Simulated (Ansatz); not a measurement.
# Gate voltage at the highest density: Nb2COS MXene monolayer

A layer charged from two gates alike needs a voltage that grows with the carrier density; the slope is e over the total capacitance.

How it was computed: Ansatz 0.2.0, plane waves with PAW datasets (its set soft_2), PBE-D3(BJ); isolated slab, charged sheets 4 Å from the outer atoms behind model barriers, atoms held, Fermi-Dirac smearing of 0.02585 eV. The voltage is that of the gates (their mean) against the layer's Fermi level, from the uncharged case, which has no gap over 0.05 eV.

| run | added electrons (10¹³ per cm²) | gate voltage (V) |
| --- | --- | --- |
| run 1 | −1.00 | −0.30 |
| run 2 | −2.00 | −0.60 |
| run 3 | −4.00 | −1.20 |
| run 4 | −7.00 | −2.10 |
| run 5 | −11.00 | ? |

**Question.** What value belongs in the row marked “?”, and how far can the other rows tell?

A least-squares line through the 4 rows shown has slope 0.3000 and intercept 0.0000; no row lies more than 0.01 V off it. The capacitance is 1.602/0.3000 = 5.34 µF/cm², against 4.43 µF/cm² for plates 4 Å apart in vacuum on both sides; it is the larger, as where the added charge has its centre outside the outer atoms (not examined here). At −11.00 it gives 0.3000 × (−11.00) + 0.0000 = −3.30 V, beyond the rows fitted. Rounding and scatter of the rows alone allow about ±0.012 V there.

The run itself gives −3.31 V: a miss of −0.01 V, or 0.3 % of the value. The line holds within the rounding of the rows.

**Limits.** The gates are model sheets, not atoms, and low densities sample few k-points.
